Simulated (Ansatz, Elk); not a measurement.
# Bonding as seen by X-rays: NaHI2

Structure refinements treat a crystal as free atoms side by side. For a made-up structure of NaHI2 (cell and positions from a PBE relaxation) the runs below show what the calculated density changes in F(hkl).

Main program and level: Elk 11.2.3 (patched build); DFT, PBE, all-electron APW+lo, Dirac cores, scalar-relativistic bands, static density, no spin.

The structure was built from a prototype and need not be the compound's stable phase.

### Step 1. The structure

Symmetry: R-3m, No. 166, trigonal system. Conventional cell: a = 4.947 Å, b = 4.947 Å, c = 21.211 Å, α = 90.00°, β = 90.00°, γ = 120.00°. Nearest to I lie 1 H at 1.92 Å and 3 Na at 3.28 Å. Nearest to Na lie 6 I at 3.28 Å. H has 2 I at 1.92 Å nearest. Farther neighbours and most contacts between anions are not listed.

### Step 2. Ground state and structure factors

An all-electron density is needed, since X-rays see the cores too. Task 0 finds the density and task 195 Fourier-transforms it; tshift is off so that phases refer to the origin typed.

File elk.in:

```
tasks
  0
  195

xctype
  20

spinpol
  .false.

rgkmax
  7.0

gmaxvr
  14.0

lmaxo
  7

lmaxapw
  8

swidth
  0.002

tshift
  .false.

ramdisk
  .false.

hmaxvr
  5.5

maxscl
  120

epspot
  1e-06

sppath
  './'

avec
  4.67406715178 2.69857392794 13.36078512949
  -4.67406715178 2.69857392794 13.36078512949
  0.00000000000 -5.39714785693 13.36078512927

atoms
  3
  'I.in'
  2
  0.5904623025 0.5904623025 0.5904623025   0.000000 0.000000 0.000000
  0.4095376975 0.4095376975 0.4095376975   0.000000 0.000000 0.000000
  'Na.in'
  1
  0.0000000000 0.0000000000 0.0000000000   0.000000 0.000000 0.000000
  'H.in'
  1
  0.5000000000 0.5000000000 0.5000000000   0.000000 0.000000 0.000000

ngridk
  5 5 5
```

The run is started by

```console
$ OMP_NUM_THREADS=4 elk
```

Numbers of over 12 decimals in the logs are rounded to 6 here.

Log:

```text
┌─────────────────────────┐
│ Elk code version 11.2.3 │
└─────────────────────────┘

All units are atomic (Hartree, Bohr, etc.)

┌─────────────────────────────────────────────────┐
│ Ground-state run starting from atomic densities │
└─────────────────────────────────────────────────┘

Lattice vectors :
   4.674067152       2.698573928       13.36078513
  -4.674067152       2.698573928       13.36078513
   0.000000000      -5.397147857       13.36078513

Reciprocal lattice vectors :
  0.6721325457      0.3880559062      0.1567568883
 -0.6721325457      0.3880559062      0.1567568883
  0.4695458974E-17 -0.7761118124      0.1567568883

Unit cell volume      :    1011.142809
Brillouin zone volume :   0.2453166962

Muffin-tin inner radius fraction :   0.1000000000E-01

Nuclei treated as point charges

Species : 1 (I)
 parameters loaded from : I.in
 name : iodine
 nuclear charge    :   -53.00000000
 electronic charge :    53.00000000
 atomic mass :    231332.6972
 muffin-tin radius :    2.324362403
 number of radial points in muffin-tin :   1193
 inner part over the whole radius :   0.9885585671E-02
 number on inner part of muffin-tin    :    848
 approximate nuclear radius :   0.9002358621E-04
 number of mesh points to nuclear radius :    434
 atomic positions (lattice), magnetic fields (Cartesian) :
  1 :  -0.40953770 -0.40953770 -0.40953770    0.00000000  0.00000000  0.00000000
  2 :   0.40953770  0.40953770  0.40953770    0.00000000  0.00000000  0.00000000

Species : 2 (Na)
 parameters loaded from : Na.in
 name : sodium
 nuclear charge    :   -11.00000000
 electronic charge :    11.00000000
 atomic mass :    41907.78703
 muffin-tin radius :    2.200000000
 number of radial points in muffin-tin :    793
 inner part over the whole radius :   0.9883648912E-02
 number on inner part of muffin-tin    :    551
 approximate nuclear radius :   0.5574345702E-04
 number of mesh points to nuclear radius :    238
 atomic positions (lattice), magnetic fields (Cartesian) :
  1 :   0.00000000  0.00000000  0.00000000    0.00000000  0.00000000  0.00000000

Species : 3 (H)
 parameters loaded from : H.in
 name : hydrogen
 nuclear charge    :   -1.000000000
 electronic charge :    1.000000000
 atomic mass :    1837.362221
 muffin-tin radius :    1.251579755
 number of radial points in muffin-tin :    393
 inner part over the whole radius :   0.9749765766E-02
 number on inner part of muffin-tin    :    257
 approximate nuclear radius :   0.2766748019E-04
 number of mesh points to nuclear radius :     78
 atomic positions (lattice), magnetic fields (Cartesian) :
  1 :   0.50000000  0.50000000  0.50000000    0.00000000  0.00000000  0.00000000

Total number of atoms per unit cell :    4
Total muffin-tin volume :    158.0180126
 ratio of muffin-tin to unit cell volume :   0.1562766517

Spin treatment :
 spin-unpolarised

Number of Bravais lattice symmetries :   12
Number of crystal symmetries         :   12
Crystal has inversion symmetry
Real symmetric eigensolver will be used

k-point grid :      5     5     5
k-point offset :    0.000000000       0.000000000       0.000000000
k-point set is reduced with full crystal symmetry group
Total number of k-points :       19

Muffin-tin radius times maximum |G+k| :    7.000000000
 using average radius
Maximum |G+k| for APW functions       :    3.456660153
Maximum (1/2)|G+k|²                   :    5.974249706
Maximum |G| for potential and density :    14.00000000
Constant for pseudocharge density :    8
 order of it for each species :   15  15  15
 order of it for pair densities of each species (exact exchange by exxq0 0: 16) :   13  12   3
Radial integration step length :    1

G-vector grid sizes :     70    70    70
Number of G-vectors :    46817

Maximum angular momentum used for
 APW functions            :    8
 outer part of muffin-tin :    7
 inner part of muffin-tin :    2

Total nuclear charge    :   -118.0000000
Total core charge       :    74.00000000
Total valence charge    :    44.00000000
[...]
(states/Hartree/unit cell)

Estimated indirect band gap :   0.1295874886
 from k-point 1 to k-point 1
Estimated direct band gap   :   0.1295874886
 at k-point 1

Charges :
 core                        :    74.00000000
 valence                     :    44.00000000
 interstitial                :    7.321832417
 muffin-tins (core leakage)
  species : 1 (I)
   atom 1                    :    50.04191241     (  0.1032628661E-02)
   atom 2                    :    50.04191241     (  0.1032628661E-02)
  species : 2 (Na)
   atom 1                    :    9.998934000     ( -0.9715866067E-07)
  species : 3 (H)
   atom 1                    :   0.5954087625     (   0.000000000    )
 total in muffin-tins        :    110.6781676
 total calculated charge     :    117.9973258
 total charge                :    118.0000000
 error                       :   0.2674157873E-02

RMS change in Kohn-Sham potential (target) :    61.08062387     (  0.1000000000E-05)
Absolute change in total energy (target)   :    3.895680529     (  0.1000000000E-03)

[... loops 3 to 17 left out ...]

┌──────────────────┐
│ Loop number : 18 │
└──────────────────┘

Energies :
 Fermi                       :     0.23528111555834E-01
 sum of occupied eigenvalues :     -8772.4980027542
 electron kinetic            :      15254.039229712
 core electron kinetic       :      14824.148366065
 Coulomb                     :     -29277.228746859
 Coulomb potential           :     -23533.249796963
 nuclear-nuclear             :     -1060.6924714770
 electron-nuclear            :     -32910.469067141
 Hartree                     :      4693.9327917588
 Madelung                    :     -17510.603848378
 xc potential                :     -493.28743550373
 exchange                    :     -371.91067541366
 correlation                 :     -6.137734
 electron entropic           :    -0.46939771229933E-11
 total energy                :     -14401.237926604

Density of states at Fermi energy :   0.4990888861E-07
 (states/Hartree/unit cell)

Estimated indirect band gap :   0.1278383780
 from k-point 1 to k-point 1
Estimated direct band gap   :   0.1278383780
 at k-point 1

Charges :
 core                        :    74.00000000
 valence                     :    44.00000000
 interstitial                :    7.314850886
 muffin-tins (core leakage)
  species : 1 (I)
[...]
species : 2 (Na)
[...]
species : 3 (H)
   atom 1                    :   0.5682415708     (   0.000000000    )
 total in muffin-tins        :    110.6851491
 total calculated charge     :    117.9973739
 total charge                :    118.0000000
 error                       :   0.2626080422E-02

RMS change in Kohn-Sham potential (target) :   0.2203709023E-06 (  0.1000000000E-05)
Absolute change in total energy (target)   :   0.7899507182E-07 (  0.1000000000E-03)

Convergence targets achieved

┌──────────────────┐
│ Loop number : 19 │
└──────────────────┘

Energies :
 Fermi                       :     0.23528111463405E-01
 sum of occupied eigenvalues :     -8772.4980027383
 electron kinetic            :      15254.039229710
 core electron kinetic       :      14824.148366069
 Coulomb                     :     -29277.228746835
 Coulomb potential           :     -23533.249796949
 nuclear-nuclear             :     -1060.6924714770
 electron-nuclear            :     -32910.469067104
 Hartree                     :      4693.9327917465
 Madelung                    :     -17510.603848360
 xc potential                :     -493.28743549952
 exchange                    :     -371.91067541293
 correlation                 :     -6.137734
 electron entropic           :    -0.46939780633966E-11
 total energy                :     -14401.237926581

Density of states at Fermi energy :   0.4990888853E-07
 (states/Hartree/unit cell)

Estimated indirect band gap :   0.1278383779
 from k-point 1 to k-point 1
Estimated direct band gap   :   0.1278383779
 at k-point 1

Charges :
 core                        :    74.00000000
 valence                     :    44.00000000
 interstitial                :    7.314850884
 muffin-tins (core leakage)
  species : 1 (I)
   atom 1                    :    50.05541274     (  0.1022605260E-02)
   atom 2                    :    50.05541274     (  0.1022605260E-02)
  species : 2 (Na)
   atom 1                    :    10.00608206     ( -0.9715865668E-07)
  species : 3 (H)
   atom 1                    :   0.5682415708     (   0.000000000    )
 total in muffin-tins        :    110.6851491
 total calculated charge     :    117.9973739
 total charge                :    118.0000000
 error                       :   0.2626080421E-02

┌──────────────────────────────┐
│ Self-consistent loop stopped │
└──────────────────────────────┘

Warning : core states of species 1 leak from the muffin-tin :   0.1022605260E-02

Wrote STATE.OUT
```

The job ended after 82 s (4 threads of Arm Neoverse N1, shared host; peak memory 0.31 GiB; 3.3 min of CPU time).

SFACRHO.OUT:

```text

h k l indices transformed by vhmat matrix:
   1.000000000       0.000000000       0.000000000    
   0.000000000       1.000000000       0.000000000    
   0.000000000       0.000000000       1.000000000    

      h      k      l  multipl.   |H|            Re(F)            Im(F)           |F|

      0      0      0      1   0.0000000       118.00000      0.39463474E-17   118.00000    
     -1     -1     -1      2  0.47027066       23.032416     -0.17774975E-15   23.032416    
      1      0      0      6  0.79178423      -72.135744      0.90125415E-16   72.135744    
      0     -1     -1      6  0.83704267       49.975725      0.13314686E-15   49.975725    
      2      2      2      2  0.94054133      -79.842618     -0.42754453E-15   79.842618    
     -1     -2     -1      6  0.99775403      -49.584171      0.21112424E-15   49.584171    
      2      2      1      6   1.1030266       93.605844      0.21396902E-14   93.605844    
     -2     -3     -2      6   1.3440286       64.347989     -0.49790206E-16   64.347989    
      1     -1      0      6   1.3442651       93.099030     -0.22706894E-15   93.099030    
     -3     -3     -3      2   1.4108120      -25.145874     -0.38119414E-15   25.145874    
     -2      0     -1     12   1.4241500       18.690583     -0.19006844E-15   18.690583    
     -2     -3     -3      6   1.4747894      -5.0119714      0.11286624E-15   5.0119714    
      1     -1     -1      6   1.5601189      -60.353637      0.26539018E-16   60.353637    
      0     -2      0      6   1.5835685       41.755550      0.75299421E-16   41.755550    
      2      3      1     12   1.6406299      -68.150555     -0.35591074E-15   68.150555    
      2      2      0      6   1.6740853      -42.627169     -0.17844574E-15   42.627169    
     -1     -3     -1      6   1.7388836       80.924931     -0.30739950E-15   80.924931    
      3      4      3      6   1.7491774       71.536340     -0.41842991E-15   71.536340
```

Elk indexes on the primitive cell of elk.in and gives |H| = 4π sin θ/λ in inverse bohr. Below, one row stands for each form hkl of the conventional cell (m members, Friedel mates merged), F is for one primitive cell and the density is static (no thermal factor). Free-atom factors are Waasmaier and Kirfel's, and R is Σm||F|−|F'||/Σm|F|.

| hkl | m | sin θ/λ (Å⁻¹) | abs F, DFT | neutral atoms | diff. |
| --- | --- | --- | --- | --- | --- |
| 003 | 2 | 0.071 | 23.032 | 22.986 | +0.046 |
| 101 | 6 | 0.119 | 72.136 | 71.952 | +0.184 |
| 012 | 6 | 0.126 | 49.976 | 49.940 | +0.036 |
| 006 | 2 | 0.141 | 79.843 | 79.469 | +0.373 |
| 104 | 6 | 0.150 | 49.584 | 49.415 | +0.170 |
| 015 | 6 | 0.166 | 93.606 | 93.458 | +0.148 |
| 107 | 6 | 0.202 | 64.348 | 64.354 | -0.006 |
| 110 | 6 | 0.202 | 93.099 | 93.188 | -0.089 |
| 009 | 2 | 0.212 | 25.146 | 24.893 | +0.253 |
| 113 | 12 | 0.214 | 18.691 | 18.807 | -0.116 |
| 018 | 6 | 0.222 | 5.012 | 5.030 | -0.018 |
| 021 | 6 | 0.235 | 60.354 | 60.319 | +0.035 |
| 202 | 6 | 0.238 | 41.755 | 41.822 | -0.067 |
| 116 | 12 | 0.247 | 68.151 | 68.160 | -0.010 |
| 024 | 6 | 0.252 | 42.627 | 42.766 | -0.139 |
| 205 | 6 | 0.262 | 80.925 | 81.059 | -0.134 |
| 1 0 10 | 6 | 0.263 | 71.536 | 71.506 | +0.030 |
| 0 0 12 | 2 | 0.283 | 71.816 | 71.924 | -0.108 |

### Step 3. The highest occupied states alone

An energy window below the Fermi level keeps the highest occupied states, to see at which angles they scatter; shallow core shells can lie inside it and anion s states outside. No new self-consistency is needed.

elk.in, as its differences from that of step 2:

```diff
@@ -1,3 +1,2 @@
 tasks
-  0
   195
@@ -40,2 +39,5 @@
 
+wsfac
+  -0.343970 0.323530
+
 sppath
```

The run is started by

```console
$ OMP_NUM_THREADS=4 elk
```

Log:

```text
┌─────────────────────────────────┐
│ Elk code version 11.2.3 started │
└─────────────────────────────────┘

Info(readinput): the functional depends on the density's gradient
 muffin-tin radial points multiplied by    2.00000
 (not where nrmtscf is given)

┌────────────────────┐
│ Current task : 195 │
└────────────────────┘
Info(checkmt): changed muffin-tin radius of species 1 (I) from   2.6000 to   2.3244
Info(checkmt): changed muffin-tin radius of species 3 (H) from   1.4000 to   1.2516

Info(sfacrho): density structure factors written to SFACRHO.OUT

 Energy window :  -0.3439700000      0.3235300000

┌──────────────────┐
│ Elk code stopped │
└──────────────────┘
```

It took 23 s on 4 threads; peak memory 0.2 GiB; 24 s of CPU time.

States within 10 eV below the Fermi level hold 12.00 electrons; any levels below the window count with the cores. Their amplitudes can exceed the total, where window and core parts have opposite phase:

| hkl | sin θ/λ (Å⁻¹) | abs F, window | abs F, all |
| --- | --- | --- | --- |
| 003 | 0.071 | 0.923 | 23.032 |
| 101 | 0.119 | 4.750 | 72.136 |
| 012 | 0.126 | 2.532 | 49.976 |
| 006 | 0.141 | 3.175 | 79.843 |
| 104 | 0.150 | 1.668 | 49.584 |
| 015 | 0.166 | 1.897 | 93.606 |
| 107 | 0.202 | 0.150 | 64.348 |
| 110 | 0.202 | 1.203 | 93.099 |
| 009 | 0.212 | 1.010 | 25.146 |
| 113 | 0.214 | 0.345 | 18.691 |

[end of part 1 of 2]

[Logs are printed without paths, hosts, clocks, repeated set-up lines and the standing remarks that a program may print on its own settings, such as how far it seeks lower states.]

[Hosts, paths, dates, database ids (printed as entryN), source tags and the programs' standing remarks are cut or masked in the printed files.]
